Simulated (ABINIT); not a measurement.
An input for ABINIT 10.8.3 (WS2 (Tungstenite)):

```
acell 3*1.0 Angstrom
rprim 
  3.153199999992 0.000000000002 0.000000000000
  -1.576599999998 2.730751303206 0.000000000000
  0.000000000000 0.000000000000 12.323000000000
ntypat 2
znucl 74 16
natom 6
typat 1 1 2 2 2 2
xred 
  0.333333333333 0.666666666667 0.250000000000
  0.666666666667 0.333333333333 0.750000000000
  0.333333333333 0.666666666667 0.622500000000
  0.666666666667 0.333333333333 0.122500000000
  0.333333333333 0.666666666667 0.877500000000
  0.666666666667 0.333333333333 0.377500000000
pp_dirpath "pseudos"
pseudos "W.upf, S.upf"
ecut 31
ngkpt 3 3 1
nshiftk 1
shiftk 0 0 0
kptopt 1
chksymbreak 0
istwfk *1
occopt 1
irdwfk 1
optdriver 3
nband 152
ecuteps 4.8
inclvkb 2
awtr 1
symchi 1
indata_prefix "in"
outdata_prefix "out"
tmpdata_prefix "tmp"
```

```sh
OMP_NUM_THREADS=1 mpirun -n 8 abinit run.abi > log
```

Question: How long will it take on 8 MPI ranks of Arm Neoverse V2, shared host, and how much memory?

It took 15 s; on shared hardware allow 7.5 s to 30 s. Peak host memory was 1.7 GiB.

[Paths, hosts, dates, memory and timing lines, banners, echoed tables and standing remarks are left out of the program output.]

[Logs are printed without paths, hosts, clocks, repeated set-up lines and the standing remarks that a program may print on its own settings, such as how far it seeks lower states.]

[Runs of the session that timed out or met a known fault of the program may be left out.]

[Hosts, paths, dates, database ids (printed as entryN), source tags and the programs' standing remarks are cut or masked in the printed files.]

[G0W0 gaps are taken among the corrected bands and points alone; a level outside them can change the order at an edge.]

[Where Ansatz stands beside ABINIT at settings called matched, ABINIT's density can come from a denser mesh and the files from another edition; pairs whose starting gaps differed by over 0.03 eV were left out, so agreement reads better than it is.]
